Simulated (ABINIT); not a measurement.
# Beyond one shot: CsPbCl3 (Pm-3m), part 2 of 3

How far does self-consistency move the gap of CsPbCl3 (Pm-3m)?

ABINIT 10.8.3; PBE and many-body steps on it, plane waves. Known limits of the many-body steps: not at the basis limit; no spin-orbit coupling; coarse k mesh.

So far. Step 5 (evGW0, cycle 1): Against G0W0 in ABINIT (2×2×2 mesh, 240 bands, screening to 130.6 eV, Godby-Needs plasmon pole), the gap moves by +0.301 eV. This first cycle still uses the starting levels; it takes the full correction, at all points of the mesh, and its linearised value is 3.206 eV. Step 6 (evGW0, cycle 2): Against the cycle before, the gap moves by −0.120 eV.

## (7) evGW0, cycle 3

Level of this step: evGW0 on PBE, plane waves, norm-conserving pseudopotentials (ABINIT).

Contents of run.abi:

```
acell 3*1.0 Angstrom
rprim 
  5.605000000000 0.000000000000 0.000000000000
  0.000000000000 5.605000000000 0.000000000000
  0.000000000000 0.000000000000 5.605000000000
ntypat 3
znucl 55 82 17
natom 5
typat 1 2 3 3 3
xred 
  0.000000000000 0.000000000000 0.000000000000
  0.500000000000 0.500000000000 0.500000000000
  0.500000000000 0.500000000000 0.000000000000
  0.000000000000 0.500000000000 0.500000000000
  0.500000000000 0.000000000000 0.500000000000
pp_dirpath "pseudos"
pseudos "Cs.upf, Pb.upf, Cl.upf"
ecut 32
ngkpt 2 2 2
nshiftk 1
shiftk 0 0 0
kptopt 1
chksymbreak 0
istwfk *1
occopt 1
irdwfk 1
optdriver 4
nband 240
gwcalctyp 10
ecutsigx 32
symsigma 1
nkptgw 4
kptgw 
  0.0000000000 0.0000000000 0.0000000000
  0.5000000000 0.0000000000 0.0000000000
  0.5000000000 0.5000000000 0.0000000000
  0.5000000000 0.5000000000 0.5000000000
bdgw 
  14 63
  14 63
  14 63
  14 63
ecuteps 4.8
irdscr 1
ppmodel 1
irdqps 1
indata_prefix "in"
outdata_prefix "out"
tmpdata_prefix "tmp"
```

The run is started by

```console
OMP_NUM_THREADS=1 mpirun -n 4 abinit run.abi > log
```

The log of the run:

```text
.Version 10.8.3 of ABINIT. v10.8.2 released Aug 2026.

 Symmetries : space group Pm -3 m (#221); Bravais cP (primitive cubic)
[... echo of the input left out ...]
== DATASET  1 ==================================================================
-   mpi_nproc: 4, omp_nthreads: 1 (-1 if OMP is not activated)

--- !DatasetInfo
iteration_state: {dtset: 1, }
dimensions: {natom: 5, nkpt: 4, mband: 240, nsppol: 1, nspinor: 1, nspden: 1, mpw: 10280, }
cutoff_energies: {ecut:  32.0, pawecutdg:  -1.0, }
[...]
.  kptgw no:  2; Maximum DeltaE = (   0.004  -0.000) for band index: 45
.  kptgw no:  3; Maximum DeltaE = (  -0.002  -0.000) for band index: 35
.  kptgw no:  4; Maximum DeltaE = (   0.012   0.003) for band index: 48

== END DATASET(S) ==============================================================
================================================================================

 -outvars: echo values of variables after computation  --------
           etotal      0.0000000000E+00
            nband         240
             nkpt           4
          spgroup         221
 [... the other variables as echoed above ...]

 Calculation completed.
```

Run time: 18 min. Hardware: 4 MPI ranks of Arm Neoverse V1, shared host; peak memory 3.8 GiB; 73 min of CPU time.

This step gave:

| Property | Result |
| --- | --- |
| quasiparticle gap on the mesh | 3.396 eV |
| gap of the density functional on the mesh | 1.932 eV |
| k of the valence top | 0.5, 0.5, 0.5 |
| k of the conduction bottom | 0.5, 0.5, 0.5 |
| least direct quasiparticle gap on the computed points | 3.396 eV |

Against the cycle before, the gap moves by +0.009 eV.

## (8) Screening, 2×2×2 mesh, 240 bands, screening to 130.6 eV

This step: RPA screening on PBE, plane waves, norm-conserving pseudopotentials.

Changes to run.abi since step 7:

```diff
@@ -26,22 +26,13 @@
 irdwfk 1
-optdriver 4
+optdriver 3
 nband 240
+ecuteps 4.8
+inclvkb 2
+awtr 1
+symchi 1
 gwcalctyp 10
-ecutsigx 32
-symsigma 1
-nkptgw 4
-kptgw 
-  0.0000000000 0.0000000000 0.0000000000
-  0.5000000000 0.0000000000 0.0000000000
-  0.5000000000 0.5000000000 0.0000000000
-  0.5000000000 0.5000000000 0.5000000000
-bdgw 
-  14 63
-  14 63
-  14 63
-  14 63
-ecuteps 4.8
-irdscr 1
-ppmodel 1
-irdqps 1
+mbpt_sciss 1.646 eV
+nqptdm 1
+qptdm 
+  0 0 0
 indata_prefix "in"
```

The log of the run:

```text
.Version 10.8.3 of ABINIT. v10.8.2 released Aug 2026.

 Symmetries : space group Pm -3 m (#221); Bravais cP (primitive cubic)
[... echo of the input left out ...]
== DATASET  1 ==================================================================
-   mpi_nproc: 4, omp_nthreads: 1 (-1 if OMP is not activated)

--- !DatasetInfo
iteration_state: {dtset: 1, }
dimensions: {natom: 5, nkpt: 4, mband: 240, nsppol: 1, nspinor: 1, nspden: 1, mpw: 10280, }
cutoff_energies: {ecut:  32.0, pawecutdg:  -1.0, }
electrons: {nelect:   5.20000000E+01, charge:   0.00000000E+00, occopt:   1.00000000E+00, tsmear:   1.00000000E-02, }

 SCREENING: Calculation of the susceptibility and dielectric matrices

 Based on a program developped by R.W. Godby, V. Olevano, G. Onida, and L. Reining.
 Incorporated in ABINIT by V. Olevano, G.-M. Rignanese, and M. Torrent.
.Using double precision arithmetic ; gwpc =  8

[... cell and pseudopotentials left out ...]
--------------------------------------------------------------------------------

 ==== K-mesh for the wavefunctions ====
 Number of points in the irreducible wedge :     4
[... list of points left out ...]
 Together with 48 symmetry operations and time-reversal symmetry
 yields     8 points in the full Brillouin Zone.

 ==== Q-mesh for the screening function ====
 Number of points in the irreducible wedge :     4
[... list of points left out ...]
 Together with 48 symmetry operations and time-reversal symmetry
 yields     8 points in the full Brillouin Zone.

 setmesh: FFT mesh size selected  =    40x   40x   40
          total number of points  =        64000

 vcoul_init : cutoff-mode = AUXILIARY_FUNCTION
 q-points for optical limit:   1
     1)      0.000010    0.000020    0.000030

 Dielectric matrix will be calculated only for some
 selected q points provided by the user through the input variables
 nqptdm and qptdm

- screening: taking advantage of time-reversal symmetry
- Maximum band index for partially occupied states nbvw = 26
- Remaining bands to be divided among processors   nbcw = 214
- Number of bands treated by each node ~53

 rdqps: reading QP wavefunctions of the previous step
        looking for file in_QPS
 file not found, 1st iteration initialized with KS eigenelements

 screening : performing a first self-consistency
 update of the energies in W by a scissor operator
 applying a scissor operator of [eV] :   1.646

 Number of electrons calculated from density =   52.0000; Expected =   52.0000
 average of density, n =  0.043760
 r_s =    1.7604
 omega_plasma =   20.1788 [eV]

 calculating chi0 at frequencies [eV] :
  1    0.000000E+00    0.000000E+00
  2    0.000000E+00    2.017881E+01

--------------------------------------------------------------------------------
  q-point number  1        q = ( 0.000000, 0.000000, 0.000000) [r.l.u.]
--------------------------------------------------------------------------------
[... chi0 elements left out ...]
 For q-point:  0.000010 0.000020 0.000030
  dielectric constant =   5.3024
  dielectric constant without local fields =   5.9376

  Average fulfillment of the sum rule on Im[epsilon] for q-point    1 :     76.89  [%]
[... wings left out ...]
== END DATASET(S) ==============================================================
================================================================================

 -outvars: echo values of variables after computation  --------
           etotal      0.0000000000E+00
            nband         240
             nkpt           4
          spgroup         221
 [... the other variables as echoed above ...]

 Calculation completed.
```

Wall time 64 s (4 MPI ranks); peak memory 2.2 GiB; 4.3 min of CPU time.

This step gave:

| Quantity | Value |
| --- | --- |
| ε∞ with local fields, on this mesh, along the program's q direction | 5.302 |
| the same without local fields | 5.938 |
| plasma frequency | 20.18 eV |
| plane waves in the screening matrix | 619 |

This screening uses the functional's bands under a rigid shift, the mean opening of the cycle before.

## (9) Screening, 2×2×2 mesh, 240 bands, screening to 130.6 eV

This step: RPA screening on PBE from quasiparticle energies, plane waves, norm-conserving pseudopotentials.

Changes to run.abi since step 8:

```diff
@@ -32,7 +32,9 @@
 symchi 1
+irdqps 1
 gwcalctyp 10
-mbpt_sciss 1.646 eV
-nqptdm 1
+nqptdm 3
 qptdm 
-  0 0 0
+  0.5000000000 0.0000000000 0.0000000000
+  0.5000000000 0.5000000000 0.0000000000
+  0.5000000000 0.5000000000 0.5000000000
 indata_prefix "in"
```

Contents of mrgscr.stdin:

```
2
merged
q0_SCR
out_SCR
1
```

The run is started by

```console
OMP_NUM_THREADS=1 mpirun -n 4 abinit run.abi > log; mrgscr < mrgscr.stdin
```

The log of the run:

```text
.Version 10.8.3 of ABINIT. v10.8.2 released Aug 2026.

 Symmetries : space group Pm -3 m (#221); Bravais cP (primitive cubic)
[... echo of the input left out ...]
== DATASET  1 ==================================================================
-   mpi_nproc: 4, omp_nthreads: 1 (-1 if OMP is not activated)

--- !DatasetInfo
iteration_state: {dtset: 1, }
dimensions: {natom: 5, nkpt: 4, mband: 240, nsppol: 1, nspinor: 1, nspden: 1, mpw: 10280, }
cutoff_energies: {ecut:  32.0, pawecutdg:  -1.0, }
[...]
q-point number  1        q = ( 0.500000, 0.000000, 0.000000) [r.l.u.]
--------------------------------------------------------------------------------
[... chi0 elements left out ...]
  Average fulfillment of the sum rule on Im[epsilon] for q-point    2 :     84.68  [%]

--------------------------------------------------------------------------------
  q-point number  2        q = ( 0.500000, 0.500000, 0.000000) [r.l.u.]
--------------------------------------------------------------------------------
[... chi0 elements left out ...]
  Average fulfillment of the sum rule on Im[epsilon] for q-point    3 :     82.74  [%]

 [... 1 further q-points ...]
```

Wall time 44 s (4 MPI ranks); peak memory 1.9 GiB; 2.9 min of CPU time.

Numbers from this step:

- plasma frequency: 20.18 eV
- plane waves in the screening matrix: 619

This screening reads the quasiparticle levels of the cycle before.

## (10) evGW, cycle 1

This step: evGW on PBE, plane waves, norm-conserving pseudopotentials.

Changes to run.abi since step 9:

```diff
@@ -26,12 +26,10 @@
 irdwfk 1
-optdriver 3
+optdriver 4
 nband 240
-ecuteps 4.8
-inclvkb 2
-awtr 1
-symchi 1
-irdqps 1
 gwcalctyp 10
-nqptdm 3
-qptdm 
+ecutsigx 32
+symsigma 1
+nkptgw 4
+kptgw 
+  0.0000000000 0.0000000000 0.0000000000
   0.5000000000 0.0000000000 0.0000000000
@@ -39,2 +37,11 @@
   0.5000000000 0.5000000000 0.5000000000
+bdgw 
+  14 63
+  14 63
+  14 63
+  14 63
+ecuteps 4.8
+irdscr 1
+ppmodel 1
+irdqps 1
 indata_prefix "in"
```

The run is started by

```console
OMP_NUM_THREADS=1 mpirun -n 4 abinit run.abi > log
```

The log of the run:

```text
.Version 10.8.3 of ABINIT. v10.8.2 released Aug 2026.

 Symmetries : space group Pm -3 m (#221); Bravais cP (primitive cubic)
[... echo of the input left out ...]
== DATASET  1 ==================================================================
-   mpi_nproc: 4, omp_nthreads: 1 (-1 if OMP is not activated)

--- !DatasetInfo
iteration_state: {dtset: 1, }
dimensions: {natom: 5, nkpt: 4, mband: 240, nsppol: 1, nspinor: 1, nspden: 1, mpw: 10280, }
cutoff_energies: {ecut:  32.0, pawecutdg:  -1.0, }
[...]
.  kptgw no:  2; Maximum DeltaE = (   0.248  -0.000) for band index: 45
.  kptgw no:  3; Maximum DeltaE = (   0.206  -0.002) for band index: 43
.  kptgw no:  4; Maximum DeltaE = (   0.229   0.004) for band index: 48

== END DATASET(S) ==============================================================
================================================================================

 -outvars: echo values of variables after computation  --------
           etotal      0.0000000000E+00
            nband         240
             nkpt           4
          spgroup         221
 [... the other variables as echoed above ...]

 Calculation completed.
```

It took 18 min on 4 MPI ranks; peak memory 3.8 GiB; 73 min of CPU time.

This step gave:

```yaml
quasiparticle_gap_on_the_mesh: 3.753 eV
gap_of_the_density_functional_on_the_mesh: 1.932 eV
k_of_the_valence_top: 0.5, 0.5, 0.5
k_of_the_conduction_bottom: 0.5, 0.5, 0.5
least_direct_quasiparticle_gap_on_the_computed_points: 3.753 eV
```

Against G0W0 in ABINIT (2×2×2 mesh, 240 bands, screening to 130.6 eV, Godby-Needs plasmon pole), the gap moves by +0.547 eV.

## (11) Screening, 2×2×2 mesh, 240 bands, screening to 130.6 eV

This step: RPA screening on PBE, plane waves, norm-conserving pseudopotentials.

Changes to run.abi since step 10:

```diff
@@ -26,22 +26,13 @@
 irdwfk 1
-optdriver 4
+optdriver 3
 nband 240
+ecuteps 4.8
+inclvkb 2
+awtr 1
+symchi 1
 gwcalctyp 10
-ecutsigx 32
-symsigma 1
-nkptgw 4
-kptgw 
-  0.0000000000 0.0000000000 0.0000000000
-  0.5000000000 0.0000000000 0.0000000000
-  0.5000000000 0.5000000000 0.0000000000
-  0.5000000000 0.5000000000 0.5000000000
-bdgw 
-  14 63
-  14 63
-  14 63
-  14 63
-ecuteps 4.8
-irdscr 1
-ppmodel 1
-irdqps 1
+mbpt_sciss 2.048 eV
+nqptdm 1
+qptdm 
+  0 0 0
 indata_prefix "in"
```

The log of the run:

```text
.Version 10.8.3 of ABINIT. v10.8.2 released Aug 2026.

 Symmetries : space group Pm -3 m (#221); Bravais cP (primitive cubic)
[... echo of the input left out ...]
== DATASET  1 ==================================================================
-   mpi_nproc: 4, omp_nthreads: 1 (-1 if OMP is not activated)

--- !DatasetInfo
iteration_state: {dtset: 1, }
dimensions: {natom: 5, nkpt: 4, mband: 240, nsppol: 1, nspinor: 1, nspden: 1, mpw: 10280, }
cutoff_energies: {ecut:  32.0, pawecutdg:  -1.0, }
[...]
[... chi0 elements left out ...]
 For q-point:  0.000010 0.000020 0.000030
  dielectric constant =   5.0237
  dielectric constant without local fields =   5.6113

  Average fulfillment of the sum rule on Im[epsilon] for q-point    1 :     78.00  [%]
[... wings left out ...]
== END DATASET(S) ==============================================================
================================================================================

 -outvars: echo values of variables after computation  --------
           etotal      0.0000000000E+00
            nband         240
             nkpt           4
          spgroup         221
 [... the other variables as echoed above ...]

 Calculation completed.
```

Elapsed: 64 s, on 4 MPI ranks; peak memory 2.2 GiB.

Numbers from this step:

| Item | Value |
| --- | --- |
| ε∞ with local fields, on this mesh, along the program's q direction | 5.024 |
| the same without local fields | 5.611 |
| plasma frequency | 20.18 eV |
| plane waves in the screening matrix | 619 |

This screening uses the functional's bands under a rigid shift, the mean opening of the cycle before.

## (12) Screening, 2×2×2 mesh, 240 bands, screening to 130.6 eV

This step: RPA screening on PBE from quasiparticle energies, plane waves, norm-conserving pseudopotentials.

Changes to run.abi since step 11:

```diff
@@ -32,7 +32,9 @@
 symchi 1
+irdqps 1
 gwcalctyp 10
-mbpt_sciss 2.048 eV
-nqptdm 1
+nqptdm 3
 qptdm 
-  0 0 0
+  0.5000000000 0.0000000000 0.0000000000
+  0.5000000000 0.5000000000 0.0000000000
+  0.5000000000 0.5000000000 0.5000000000
 indata_prefix "in"
```

mrgscr.stdin is that of step 9.

The run is started by

```console
OMP_NUM_THREADS=1 mpirun -n 4 abinit run.abi > log; mrgscr < mrgscr.stdin
```

The log of the run:

```text
.Version 10.8.3 of ABINIT. v10.8.2 released Aug 2026.

 Symmetries : space group Pm -3 m (#221); Bravais cP (primitive cubic)
[... echo of the input left out ...]
== DATASET  1 ==================================================================
-   mpi_nproc: 4, omp_nthreads: 1 (-1 if OMP is not activated)

--- !DatasetInfo
iteration_state: {dtset: 1, }
dimensions: {natom: 5, nkpt: 4, mband: 240, nsppol: 1, nspinor: 1, nspden: 1, mpw: 10280, }
cutoff_energies: {ecut:  32.0, pawecutdg:  -1.0, }
[...]
q-point number  1        q = ( 0.500000, 0.000000, 0.000000) [r.l.u.]
--------------------------------------------------------------------------------
[... chi0 elements left out ...]
  Average fulfillment of the sum rule on Im[epsilon] for q-point    2 :     86.07  [%]

--------------------------------------------------------------------------------
  q-point number  2        q = ( 0.500000, 0.500000, 0.000000) [r.l.u.]
--------------------------------------------------------------------------------
[... chi0 elements left out ...]
  Average fulfillment of the sum rule on Im[epsilon] for q-point    3 :     84.01  [%]

 [... 1 further q-points ...]
```

Run time: 42 s. Hardware: 4 MPI ranks; peak memory 1.9 GiB; 2.8 min of CPU time.

This step gave:

- plasma frequency: 20.18 eV
- plane waves in the screening matrix: 619

This screening reads the quasiparticle levels of the cycle before.

## (13) evGW, cycle 2

This step: evGW on PBE, plane waves, norm-conserving pseudopotentials.

Changes to run.abi since step 12:

```diff
@@ -26,12 +26,10 @@
 irdwfk 1
-optdriver 3
+optdriver 4
 nband 240
-ecuteps 4.8
-inclvkb 2
-awtr 1
-symchi 1
-irdqps 1
 gwcalctyp 10
-nqptdm 3
-qptdm 
+ecutsigx 32
+symsigma 1
+nkptgw 4
+kptgw 
+  0.0000000000 0.0000000000 0.0000000000
   0.5000000000 0.0000000000 0.0000000000
@@ -39,2 +37,11 @@
   0.5000000000 0.5000000000 0.5000000000
+bdgw 
+  14 63
+  14 63
+  14 63
+  14 63
+ecuteps 4.8
+irdscr 1
+ppmodel 1
+irdqps 1
 indata_prefix "in"
```

The run is started by

```console
OMP_NUM_THREADS=1 mpirun -n 4 abinit run.abi > log
```

The log of the run:

```text
.Version 10.8.3 of ABINIT. v10.8.2 released Aug 2026.

 Symmetries : space group Pm -3 m (#221); Bravais cP (primitive cubic)
[... echo of the input left out ...]
== DATASET  1 ==================================================================
-   mpi_nproc: 4, omp_nthreads: 1 (-1 if OMP is not activated)

--- !DatasetInfo
iteration_state: {dtset: 1, }
dimensions: {natom: 5, nkpt: 4, mband: 240, nsppol: 1, nspinor: 1, nspden: 1, mpw: 10280, }
cutoff_energies: {ecut:  32.0, pawecutdg:  -1.0, }
[...]
.  kptgw no:  2; Maximum DeltaE = (   0.039   0.002) for band index: 44
.  kptgw no:  3; Maximum DeltaE = (   0.035  -0.001) for band index: 50
.  kptgw no:  4; Maximum DeltaE = (   0.043   0.002) for band index: 47

== END DATASET(S) ==============================================================
================================================================================

 -outvars: echo values of variables after computation  --------
           etotal      0.0000000000E+00
            nband         240
             nkpt           4
          spgroup         221
 [... the other variables as echoed above ...]

 Calculation completed.
```

Wall time 18 min (4 MPI ranks); peak memory 3.8 GiB.

Numbers from this step:

- quasiparticle gap on the mesh: 3.801 eV
- gap of the density functional on the mesh: 1.932 eV
- k of the valence top: 0.5, 0.5, 0.5
- k of the conduction bottom: 0.5, 0.5, 0.5
- least direct quasiparticle gap on the computed points: 3.801 eV

Against the cycle before, the gap moves by +0.048 eV.

## (14) Screening, 2×2×2 mesh, 240 bands, screening to 130.6 eV

This step: RPA screening on PBE, plane waves, norm-conserving pseudopotentials.

Changes to run.abi since step 13:

```diff
@@ -26,22 +26,13 @@
 irdwfk 1
-optdriver 4
+optdriver 3
 nband 240
+ecuteps 4.8
+inclvkb 2
+awtr 1
+symchi 1
 gwcalctyp 10
-ecutsigx 32
-symsigma 1
-nkptgw 4
-kptgw 
-  0.0000000000 0.0000000000 0.0000000000
-  0.5000000000 0.0000000000 0.0000000000
-  0.5000000000 0.5000000000 0.0000000000
-  0.5000000000 0.5000000000 0.5000000000
-bdgw 
-  14 63
-  14 63
-  14 63
-  14 63
-ecuteps 4.8
-irdscr 1
-ppmodel 1
-irdqps 1
+mbpt_sciss 2.101 eV
+nqptdm 1
+qptdm 
+  0 0 0
 indata_prefix "in"
```

The log of the run:

```text
.Version 10.8.3 of ABINIT. v10.8.2 released Aug 2026.

 Symmetries : space group Pm -3 m (#221); Bravais cP (primitive cubic)
[... echo of the input left out ...]
== DATASET  1 ==================================================================
-   mpi_nproc: 4, omp_nthreads: 1 (-1 if OMP is not activated)

--- !DatasetInfo
iteration_state: {dtset: 1, }
dimensions: {natom: 5, nkpt: 4, mband: 240, nsppol: 1, nspinor: 1, nspden: 1, mpw: 10280, }
cutoff_energies: {ecut:  32.0, pawecutdg:  -1.0, }
[...]
[... chi0 elements left out ...]
 For q-point:  0.000010 0.000020 0.000030
  dielectric constant =   4.9900
  dielectric constant without local fields =   5.5720

  Average fulfillment of the sum rule on Im[epsilon] for q-point    1 :     78.14  [%]
[... wings left out ...]
== END DATASET(S) ==============================================================
================================================================================

 -outvars: echo values of variables after computation  --------
           etotal      0.0000000000E+00
            nband         240
             nkpt           4
          spgroup         221
 [... the other variables as echoed above ...]

 Calculation completed.
```

It took 64 s on 4 MPI ranks; peak memory 2.2 GiB.

Numbers from this step:

- ε∞ with local fields, on this mesh, along the program's q direction: 4.99
- the same without local fields: 5.572
- plasma frequency: 20.18 eV
- plane waves in the screening matrix: 619

This screening uses the functional's bands under a rigid shift, the mean opening of the cycle before.

(Continued in part 3 of 3.)

[Paths, hosts, dates, memory and timing lines, banners, echoed tables and standing remarks are left out of the program output.]

[Logs are printed without paths, hosts, clocks, repeated set-up lines and the standing remarks that a program may print on its own settings, such as how far it seeks lower states.]

[Runs of the session that timed out or met a known fault of the program may be left out.]

[Hosts, paths, dates, database ids (printed as entryN), source tags and the programs' standing remarks are cut or masked in the printed files.]

[G0W0 gaps are taken among the corrected bands and points alone; a level outside them can change the order at an edge.]

[Where Ansatz stands beside ABINIT at settings called matched, ABINIT's density can come from a denser mesh and the files from another edition; pairs whose starting gaps differed by over 0.03 eV were left out, so agreement reads better than it is.]
